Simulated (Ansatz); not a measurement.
# BP (F-43m): zone-centre modes against carrier density

Aim: how far do free carriers move the optical modes of BP (F-43m)?

Calculated with Ansatz 0.2.0; DFT LDA, scalar-relativistic, plane waves, PAW; PAW set soft_1.

## (1) Starting point

It takes space group F-43m (No. 216, cubic). Conventional cell: a = 4.538 Å, b = 4.538 Å, c = 4.538 Å, α = 90.00°, β = 90.00°, γ = 90.00°. B has 4 P at 1.97 Å nearest. Nearest to P lie 4 B at 1.97 Å. Farther neighbours are not listed.

Structure file:

```cif
data_structure
_symmetry_space_group_name_H-M 'F-43m'
_symmetry_Int_Tables_number 216
_cell_length_a 4.5380
_cell_length_b 4.5380
_cell_length_c 4.5380
_cell_angle_alpha 90.000
_cell_angle_beta 90.000
_cell_angle_gamma 90.000
_cell_volume 93.45
loop_
_atom_site_label
_atom_site_type_symbol
_atom_site_symmetry_multiplicity
_atom_site_Wyckoff_symbol
_atom_site_fract_x
_atom_site_fract_y
_atom_site_fract_z
_atom_site_occupancy
B1 B 4 a 0.00000 0.00000 0.00000 1
P1 P 4 c 0.25000 0.25000 0.25000 1
```

## (2) Relaxation

Harmonic phonons are second derivatives at a point where the forces vanish, and they are wanted at zero stress, so atoms and cell are relaxed first.

input.yaml

```yaml
crystal:
  lattice:
    - [0.0, 2.269, 2.269]
    - [2.269, 0.0, 2.269]
    - [2.269, 2.269, 0.0]
  atoms:
    - { symbol: B, position: [0.0, 0.0, 0.0] }
    - { symbol: P, position: [0.75, 0.75, 0.75] }
kpoints:
  mp_grid: { grid: [10, 10, 10] }
hamiltonian:
  xc: lda
  pseudopotentials: { kind: paw, azcp: { folder: soft_1 }, xc_functional: pbe }
scf:
  occupations: { method: gaussian, width: 0.02 }
output:
  forces: true
  stress: true
  eigenvalues: true
relax:
  adjacent_minimum: "off"
  f_tol: 0.005
  max_steps: 80
  cell: { stress_tol: 0.05 }
```

Launch:

```
ansatz run input.yaml --threads 8 --pin off --max-ram 16384MiB --backend cpu --events-out ev --progress --plain --runs-dir out
```

Numbers of over 12 decimals in the logs are rounded to 6 here.

The log of the run:

```text
Engine: ansatz 0.2.0, aarch64-unknown-linux-gnu
Pseudopotentials: kind: paw
Pseudopotential: B, paw, valence charge 3, recommended cutoff 420 eV (normal), soft_1/B.paw.azcp
Pseudopotential: P, paw, valence charge 5, recommended cutoff 420 eV (normal), soft_1/P.paw.azcp
Functional definition: SPW92
  exchange = slater_x
  correlation = pw_c
Crystal: 2 atoms, lattice volume = 23.363 Å³
Basis set: ecut = 420 eV, 459 PW (Γ)
Bands: 8, of which v1, the nominal top of the filled ones, is band 4 counted from 1 (3 counted from 0)
Symmetry: 24 space group operations
Space group: F-43m (ITA 216), of the structure as read, at distance tolerance 2.9e-5 Å
k-points: 47 of 1000 (time reversal used)
Non-local potential: B, projectors of the file, l = 0: 2, l = 1: 2, l = 2: 1
Non-local potential: P, projectors of the file, l = 0: 2, l = 1: 2, l = 2: 1
PAW form: soft (Blöchl's): semilocal exchange-correlation on the pseudo side does not see the compensation charge
PAW frozen core: B, regenerated for the run's functional, and the local potential with it (the file was generated under x = pbe(κ = 0.804, μ = 0.219515), c = pbe(β = 0.066725))
PAW frozen core: P, regenerated for the run's functional, and the local potential with it (the file was generated under x = pbe(κ = 0.804, μ = 0.219515), c = pbe(β = 0.066725))
PAW one-centre angular grid: B, 110 points (default); XC on 64 Gauss nodes
PAW one-centre angular grid: P, 110 points (default); XC on 64 Gauss nodes
Initial density: superposition of atomic densities (chi_scale 0.1, normalization cell, long waves kept (reshape's long-wave potential 0.00 eV rms))
Initial wavefunctions: pseudopotential atomic-orbital guess
Functional: x = slater, c = lda
SCF iter   1: F=—  HF=-877.401919 eV  |F-HF|=—  |Δ(HF+E_count)|=         —  Δρ=9.12e-2  dr2=2.19e0  ethr=3.10e-3  ⟨swp⟩=6.3  Hψ=3578  notcnv=0
preconditioner: auto → none  [insulator: Δε(μ)=1.983 eV  Ē_g=12.873 eV  σ=0.020 eV  W_gap=1.00  n_scr=0 (ndim 8)  ℏωp=21.7 eV  f_vac=0.000  D(μ)=0.00/eV (n_scr^D=0)  ε∞_Penn≈3.8]
SCF iter   2: F=—  HF=-876.680554 eV  |F-HF|=—  |Δ(HF+E_count)|=   7.21e-1  Δρ=2.93e-2  dr2=1.56e-1  ethr=3.10e-3  ⟨swp⟩=2.9  Hψ=1155  notcnv=0
SCF iter   3: F=—  HF=-876.630547 eV  |F-HF|=—  |Δ(HF+E_count)|=   5.00e-2  Δρ=1.12e-2  dr2=1.87e-2  ethr=1.95e-3  ⟨swp⟩=3.0  Hψ=752  notcnv=0
SCF iter   4: F=—  HF=-876.625107 eV  |F-HF|=—  |Δ(HF+E_count)|=   5.44e-3  Δρ=1.56e-3  dr2=2.72e-4  ethr=2.34e-4  ⟨swp⟩=3.0  Hψ=753  notcnv=0
SCF iter   5: F=—  HF=-876.625051 eV  |F-HF|=—  |Δ(HF+E_count)|=   5.57e-5  Δρ=6.20e-5  dr2=3.26e-7  ethr=3.40e-6  ⟨swp⟩=2.9  Hψ=606  notcnv=0
SCF iter   6: F=—  HF=-876.625050 eV  |F-HF|=—  |Δ(HF+E_count)|=   9.51e-7  Δρ=1.24e-5  dr2=1.66e-8  ethr=1.25e-9  ⟨swp⟩=7.0  Hψ=2233  notcnv=0
SCF iter   7: F=-876.625050 eV  HF=-876.625050 eV  |F-HF|=5.95e-11  |Δ(HF+E_count)|=   3.02e-9  Δρ=6.40e-7  dr2=1.02e-10  ethr=2.07e-10  ⟨swp⟩=2.2  Hψ=1243  notcnv=0
SCF 1 converged in 7 iterations: F = -876.625050 eV  dr2 = 1.02e-10
  greatest PAW one-centre occupation: 0.761 electrons in one spin orbital (limit 2), on the P atom at site 1 (counted from 0), in its partial waves of l = 0
relax step   1: F+E_penalty+E_count = -876.62505011 eV  Δ(F+E_penalty+E_count) = +0.000e0 eV  max|allowed force component| = 3.423e-16 eV/Å  Δτ_max = 0.0000 Å  P = -5.214 GPa  Ω = 23.363 Å³  (7 SCF iters, dr2 threshold 1.00e-7 eV, accepted)
Crystal: 2 atoms, lattice volume = 22.958 Å³
Initial density: handed on by an earlier stage of this run
Initial wavefunctions: those handed on with the density
iter 1 solved again at ethr=4.09e-5 eV; its pass at ethr=3.10e-3 eV (dr2=3.27e-3 eV) is discarded
SCF iter   1: F=—  HF=-876.636144 eV  |F-HF|=—  |Δ(HF+E_count)|=         —  Δρ=3.26e-3  dr2=3.27e-3  ethr=4.09e-5  ⟨swp⟩=2.0  Hψ=3745  notcnv=0
preconditioner: auto → none  [insulator: Δε(μ)=1.194 eV  Ē_g=12.836 eV  σ=0.020 eV  W_gap=1.00  n_scr=0 (ndim 8)  ℏωp=21.9 eV  f_vac=0.000  D(μ)=0.00/eV (n_scr^D=0)  ε∞_Penn≈3.9]
SCF iter   2: F=—  HF=-876.635014 eV  |F-HF|=—  |Δ(HF+E_count)|=   1.13e-3  Δρ=7.51e-4  dr2=1.55e-4  ethr=4.09e-5  ⟨swp⟩=3.1  Hψ=748  notcnv=0
SCF iter   3: F=—  HF=-876.634955 eV  |F-HF|=—  |Δ(HF+E_count)|=   5.89e-5  Δρ=2.35e-4  dr2=1.44e-5  ethr=1.93e-6  ⟨swp⟩=2.1  Hψ=567  notcnv=0
SCF iter   4: F=—  HF=-876.634950 eV  |F-HF|=—  |Δ(HF+E_count)|=   5.34e-6  Δρ=4.11e-5  dr2=2.07e-7  ethr=1.80e-7  ⟨swp⟩=2.0  Hψ=564  notcnv=0
SCF iter   5: F=-876.634950 eV  HF=-876.634950 eV  |F-HF|=1.86e-11  |Δ(HF+E_count)|=   4.07e-8  Δρ=1.41e-6  dr2=1.85e-10  ethr=2.50e-9  ⟨swp⟩=5.7  Hψ=1949  notcnv=0
SCF 2 converged in 5 iterations: F = -876.634950 eV  dr2 = 1.85e-10
  greatest PAW one-centre occupation: 0.762 electrons in one spin orbital (limit 2), on the P atom at site 1 (counted from 0), in its partial waves of l = 0
relax step   2: F+E_penalty+E_count = -876.63494984 eV  Δ(F+E_penalty+E_count) = -9.900e-3 eV  max|allowed force component| = 8.789e-17 eV/Å  Δτ_max = 0.0000 Å  P = -2.378 GPa  Ω = 22.958 Å³  energy of the carried Pulay correction = +2.401e-4 eV  (5 SCF iters, dr2 threshold 2.00e-7 eV, accepted)
Crystal: 2 atoms, lattice volume = 22.628 Å³
iter 1 solved again at ethr=2.84e-5 eV; its pass at ethr=3.10e-3 eV (dr2=2.27e-3 eV) is discarded
SCF iter   1: F=—  HF=-876.638342 eV  |F-HF|=—  |Δ(HF+E_count)|=         —  Δρ=2.75e-3  dr2=2.27e-3  ethr=2.84e-5  ⟨swp⟩=2.0  Hψ=3729  notcnv=0
preconditioner: auto → none  [insulator: Δε(μ)=1.173 eV  Ē_g=12.945 eV  σ=0.020 eV  W_gap=1.00  n_scr=0 (ndim 8)  ℏωp=22.1 eV  f_vac=0.000  D(μ)=0.00/eV (n_scr^D=0)  ε∞_Penn≈3.9]
SCF iter   2: F=—  HF=-876.637553 eV  |F-HF|=—  |Δ(HF+E_count)|=   7.89e-4  Δρ=6.22e-4  dr2=1.04e-4  ethr=2.84e-5  ⟨swp⟩=2.9  Hψ=734  notcnv=0
SCF iter   3: F=—  HF=-876.637514 eV  |F-HF|=—  |Δ(HF+E_count)|=   3.91e-5  Δρ=1.94e-4  dr2=9.56e-6  ethr=1.29e-6  ⟨swp⟩=2.0  Hψ=566  notcnv=0
SCF iter   4: F=-876.637510 eV  HF=-876.637510 eV  |F-HF|=3.47e-8  |Δ(HF+E_count)|=   3.54e-6  Δρ=3.44e-5  dr2=1.41e-7  ethr=2.50e-9  ⟨swp⟩=5.2  Hψ=2311  notcnv=0
SCF 3 converged in 4 iterations: F = -876.637510 eV  dr2 = 1.41e-7
  greatest PAW one-centre occupation: 0.763 electrons in one spin orbital (limit 2), on the P atom at site 1 (counted from 0), in its partial waves of l = 0
relax step   3: F+E_penalty+E_count = -876.63751043 eV  Δ(F+E_penalty+E_count) = -2.561e-3 eV  max|allowed force component| = 6.939e-17 eV/Å  Δτ_max = 0.0000 Å  P = +0.109 GPa  Ω = 22.628 Å³  energy of the carried Pulay correction = +4.381e-4 eV  (4 SCF iters, dr2 threshold 2.00e-7 eV, accepted)
[...]
relax step   4: F+E_penalty+E_count = -876.63750676 eV  Δ(F+E_penalty+E_count) = +3.673e-6 eV  max|allowed force component| = 8.789e-17 eV/Å  Δτ_max = 0.0000 Å  P = +0.001 GPa  Ω = 22.642 Å³  energy of the carried Pulay correction = +4.298e-4 eV  (3 SCF iters, dr2 threshold 2.95e-8 eV, accepted)
Initial wavefunctions: pseudopotential atomic-orbital guess (no wavefunctions were taken with the density)
iter 1 solved again at ethr=1.74e-6 eV; its pass at ethr=3.10e-3 eV (dr2=1.39e-4 eV) is discarded
SCF iter   1: F=—  HF=-876.637129 eV  |F-HF|=—  |Δ(HF+E_count)|=         —  Δρ=5.27e-5  dr2=8.27e-8  ethr=1.74e-6  ⟨swp⟩=2.4  Hψ=4622  notcnv=0
eigensolver tolerance schedule: the retry pair's looser diagonalisation over-reported the residual by 1683.78 of it (diagonalisation noise at 17.70 of the residual, at the tolerance the schedule requests for it); recorded, not acted on — ethr = c·dr2/N_el stays at c = 1.0e-1
preconditioner: auto → none  [insulator: Δε(μ)=1.150 eV  Ē_g=12.936 eV  σ=0.020 eV  W_gap=1.00  n_scr=0 (ndim 8)  ℏωp=22.1 eV  f_vac=0.000  D(μ)=0.00/eV (n_scr^D=0)  ε∞_Penn≈3.9]
SCF iter   2: F=—  HF=-876.637130 eV  |F-HF|=—  |Δ(HF+E_count)|=   1.01e-6  Δρ=2.62e-5  dr2=1.69e-8  ethr=1.03e-9  ⟨swp⟩=2.8  Hψ=622  notcnv=0
SCF iter   3: F=—  HF=-876.637130 eV  |F-HF|=—  |Δ(HF+E_count)|=   3.41e-8  Δρ=2.39e-6  dr2=2.76e-10  ethr=2.11e-10  ⟨swp⟩=1.9  Hψ=501  notcnv=0
SCF iter   4: F=—  HF=-876.637130 eV  |F-HF|=—  |Δ(HF+E_count)|=  2.45e-10  Δρ=4.69e-7  dr2=3.23e-11  ethr=1.00e-12  ⟨swp⟩=7.6  Hψ=2102  notcnv=0
SCF iter   5: F=-876.637130 eV  HF=-876.637130 eV  |F-HF|=3.41e-13  |Δ(HF+E_count)|=  5.34e-12  Δρ=1.06e-7  dr2=1.09e-12  ethr=1.00e-12  ⟨swp⟩=5.8  Hψ=1373  notcnv=0
SCF 5 converged in 5 iterations: F = -876.637130 eV  dr2 = 1.09e-12
relax step   5: F+E_penalty+E_count = -876.63713030 eV  Δ(F+E_penalty+E_count) = +3.765e-4 eV  max|allowed force component| = 8.789e-17 eV/Å  Δτ_max = 0.0000 Å  P = -0.026 GPa  Ω = 22.642 Å³  stress off target by 2.55e-2 GPa  SCF on the basis re-selected at this cell (its energy is not comparable with the rows above)  (5 SCF iters)
basis re-selected at this cell: Δ(F+E_penalty+E_count) = +3.765e-4 eV, ΔP = -0.027 GPa vs the last step (what re-selecting the basis moved, of the pressure what is left beyond the Pulay correction that the steps carried, after the strain that the cell walked since its last selection, with what the two solves' SCF thresholds leave and, on support functions, any second-order correction that the steps lacked; it is no m [...]
SCF converged after 5 iterations
Free energy (F): -876.637130 eV
Harris-Foulkes:  -876.637130 eV  (|F-HF|=3.41e-13)
Internal energy: -876.637130 eV  (E = F + TS)
E sigma→0 (E₀):  -876.637130 eV
Fermi energy:    10.038576 eV
--- Per-component energies (eV) ---
  E_band       = 23.045356
  E_kinetic    = 122.410789
  E_local      = -61.177035  (includes V_loc(G=0)·N_el)
  E_nonlocal   = 41.765026
  E_hartree    = 16.689529
  E_xc         = -106.570328
  E_vxc        = -102.018175  (∫ρ·V_xc dr)
  E_paw        = -601.427641  (= ΣΔE_a)
  E_vpaw       = -11.314315  (= ΣTr[D̂ρ^β])
  E_aug_tail   = 0.000009  (compensation charges beyond the density's cutoff)
  E_ewald      = -288.490665
  E_core_change = 0.163186  (= ΣΔE_core)
  E_smearing   = -0.000000  (= −TS)
  E_closure    = 0.000000  (closes the sum)
  Σ components = -876.637130   (vs F -876.637130, Δ=0.00e0)
--- Forces (eV/Å), atoms counted from 1 ---
  atom   1  B     -0.00000000     0.00000000     0.00000000
  atom   2  P      0.00000000     0.00000000     0.00000000
  max |Σ_I F_I| component: 6.94e-17 eV/Å
--- Stress (GPa, compression-positive) ---
       -0.025509       0.000000      -0.000000
        0.000000      -0.025509       0.000000
        0.000000       0.000000      -0.025509
  P = ⅓ Tr σ = -0.0255 GPa (-0.255 kbar)
--- Band table (eV; the first three rows and the last of 47) ---
  k-point 0: bands = ["-6.2095", "9.4637", "9.4637", "9.4637", "12.8891", "12.8891", "12.8891", "17.2871"]
  k-point 1: bands = ["-6.0250", "8.1507", "9.1628", "9.1628", "13.3048", "13.3048", "13.3419", "17.7647"]
  k-point 2: bands = ["-5.4780", "5.7737", "8.5939", "8.5939", "13.5914", "14.0282", "14.0282", "18.7873"]
  k-point 46: bands = ["-0.9458", "1.3224", "3.7537", "3.9121", "14.0019", "14.8545", "17.8330", "18.2268"]
--- Relaxed structure (4 steps of the walk, 4 accepted, 1 SCFs on fresh bases) ---
  F+E_penalty+E_count = -876.63713030 eV   max|allowed force component| = 8.789e-17 eV/Å   (the final SCF, on the basis selected at the relaxed cell)
  cell:  # Å, volume = 22.6422 Å³
    - [0, 2.245411, 2.245411]
    - [2.245411, 0, 2.245411]
    - [2.245411, 2.245411, 0]
  atoms:
    - { symbol: B, position: [0, 0, 0] }
    - { symbol: P, position: [0.750000, 0.75, 0.750000] }
```

The job ended after 2.4 s (8 threads of Arm Neoverse N1, shared host; peak memory 0.3 GiB).

Relaxation path:

```
step  energy less that of the first step (eV)  largest force component (eV/Å)  pressure (GPa)  volume (Å³)
   1                                   0.0000                          0.0000           -5.21        23.36
   2                                  -0.0099                          0.0000           -2.38        22.96
   3                                  -0.0125                          0.0000            0.11        22.63
   4                                  -0.0125                          0.0000            0.00        22.64
  5*                                  -0.0121                          0.0000           -0.03        22.64
```

Relaxation steps marked * repeat the geometry before them on a plane-wave basis chosen anew for their cell, so energy and pressure can jump there.

The run keeps the 24 symmetry operations that it works with, so distortions that break them were not tested.

```
conventional cell, symmetrised  before  after  change
                         a (Å)   4.538  4.491  -1.0 %
                         b (Å)   4.538  4.491  -1.0 %
                         c (Å)   4.538  4.491  -1.0 %
              volume (Å³/atom)   11.68  11.32  -3.1 %
```

The relaxed structure:

```cif
data_structure
_symmetry_space_group_name_H-M 'P 1'
_symmetry_Int_Tables_number 1
_cell_length_a 3.1755
_cell_length_b 3.1755
_cell_length_c 3.1755
_cell_angle_alpha 60.000
_cell_angle_beta 60.000
_cell_angle_gamma 60.000
_cell_volume 22.64
loop_
_atom_site_label
_atom_site_type_symbol
_atom_site_fract_x
_atom_site_fract_y
_atom_site_fract_z
_atom_site_occupancy
B1 B 0.00000 0.00000 0.00000 1
P2 P 0.75000 0.75000 0.75000 1
```

This step gave:

| Item | Value |
| --- | --- |
| pressure | -0.02551 GPa |
| gap on the k-mesh | 1.150 eV |
| volume per atom | 11.32 Å³ |

In this step the volume went from 11.68 to 11.32 Å³/atom.

## (3) Tight relaxation

Phonons need small forces and stress, so the relaxation is finished with tight tolerances on 12×12×12 k points.

input.yaml, the sections that differ from step 2:

```yaml
crystal:
  lattice:
    - [0.0, 2.2454114915, 2.2454114915]
    - [2.2454114915, 0.0, 2.2454114915]
    - [2.2454114915, 2.2454114915, 0.0]
  atoms:
    - { symbol: B, position: [0.0, 0.0, 0.0] }
    - { symbol: P, position: [0.75, 0.75, 0.75] }
kpoints:
  mp_grid: { grid: [12, 12, 12] }
scf:
  occupations: { method: fixed }
relax:
  adjacent_minimum: "off"
  f_tol: 0.001
  max_steps: 60
  cell: { stress_tol: 0.01 }
# hamiltonian, output: as in step 2
```

The log of the run:

```text
[...]
Crystal: 2 atoms, lattice volume = 22.642 Å³
Basis set: ecut = 420 eV, 459 PW (Γ)
Bands: 8, of which v1, the nominal top of the filled ones, is band 4 counted from 1 (3 counted from 0)
Symmetry: 24 space group operations
[...]
k-points: 72 of 1728 (time reversal used)
[...]
-0.000000       0.000000       0.000069
  P = ⅓ Tr σ = 0.0001 GPa (0.001 kbar)
--- Band table (eV; the first three rows and the last of 72) ---
[...]
--- Relaxed structure (3 steps of the walk, 3 accepted, 1 SCFs on fresh bases) ---
[...]
cell:  # Å, volume = 22.6385 Å³
    - [0, 2.245291, 2.245291]
    - [2.245291, 0, 2.245291]
    - [2.245291, 2.245291, 0]
  atoms:
    - { symbol: B, position: [0, 0, 0] }
    - { symbol: P, position: [0.75, 0.75, 0.75] }
[key lines of the parts left out:]
SCF converged after 5 iterations
Free energy (F): -876.637424 eV
Fermi energy:    9.465797 eV
```

It took 2.3 s on 8 threads; peak memory 0.3 GiB.

Little changed from the start: no atom moved by 0.005 Å and no cell edge by 0.1 %.

Numbers from this step:

```
pressure          : 6.87e-5 GPa
gap on the k-mesh : 1.144 eV
```

The forces vanish by symmetry and the pressure is 0.000 GPa, within the tolerances set. The cell now holds 11.32 Å³/atom.

## (4) Ground state of a member: no carriers

The cell of the neutral crystal is kept with no carriers. The bands are sampled on 36×36×36 points with Fermi-Dirac filling of 0.03 eV.

input.yaml, the sections that differ from step 3:

```yaml
crystal:
  lattice:
    - [0.0, 2.2452912016, 2.2452912016]
    - [2.2452912016, 0.0, 2.2452912016]
    - [2.2452912016, 2.2452912016, 0.0]
  atoms:
    - { symbol: B, position: [0.0, 0.0, 0.0] }
    - { symbol: P, position: [0.75, 0.75, 0.75] }
kpoints:
  mp_grid: { grid: [36, 36, 36] }
scf:
  occupations: { method: fermi_dirac, width: 0.03 }
# hamiltonian, output: as in step 3
# relax: removed
```

The log of the run:

```text
[...]
Crystal: 2 atoms, lattice volume = 22.639 Å³
Basis set: ecut = 420 eV, 459 PW (Γ)
Bands: 8, of which v1, the nominal top of the filled ones, is band 4 counted from 1 (3 counted from 0)
Symmetry: 24 space group operations
[...]
k-points: 1240 of 46656 (time reversal used)
[...]
SCF iter   1: F=—  HF=-877.483953 eV  |F-HF|=—  |Δ(HF+E_count)|=         —  Δρ=9.63e-2  dr2=2.35e0  ethr=3.10e-3  ⟨swp⟩=6.3  Hψ=95696  notcnv=0
[...]
SCF iter   7: F=-876.637463 eV  HF=-876.637463 eV  |F-HF|=5.50e-11  |Δ(HF+E_count)|=   2.54e-9  Δρ=6.22e-7  dr2=9.28e-11  ethr=1.86e-10  ⟨swp⟩=2.2  Hψ=32318  notcnv=0
SCF 1 converged in 7 iterations: F = -876.637463 eV  dr2 = 9.28e-11
[...]
SCF converged after 7 iterations
Free energy (F): -876.637463 eV
[...]
Internal energy: -876.637463 eV  (E = F + TS)
E sigma→0 (E₀):  -876.637463 eV
Fermi energy:    10.036729 eV
[...]
--- Stress (GPa, compression-positive) ---
       -0.000673      -0.000000      -0.000000
        0.000000      -0.000673       0.000000
       -0.000000       0.000000      -0.000673
  P = ⅓ Tr σ = -0.0007 GPa (-0.007 kbar)
--- Band table (eV; the first three rows and the last of 1240) ---
[...]
```

Elapsed: 7 s, on 8 threads; peak memory 0.65 GiB; 51 s of CPU time.

The forces vanish by symmetry.

(Continued in part 2 of 2.)

[Logs are printed without paths, hosts, clocks, repeated set-up lines and the standing remarks that a program may print on its own settings, such as how far it seeks lower states.]

[Hosts, paths, dates, database ids (printed as entryN), source tags and the programs' standing remarks are cut or masked in the printed files.]
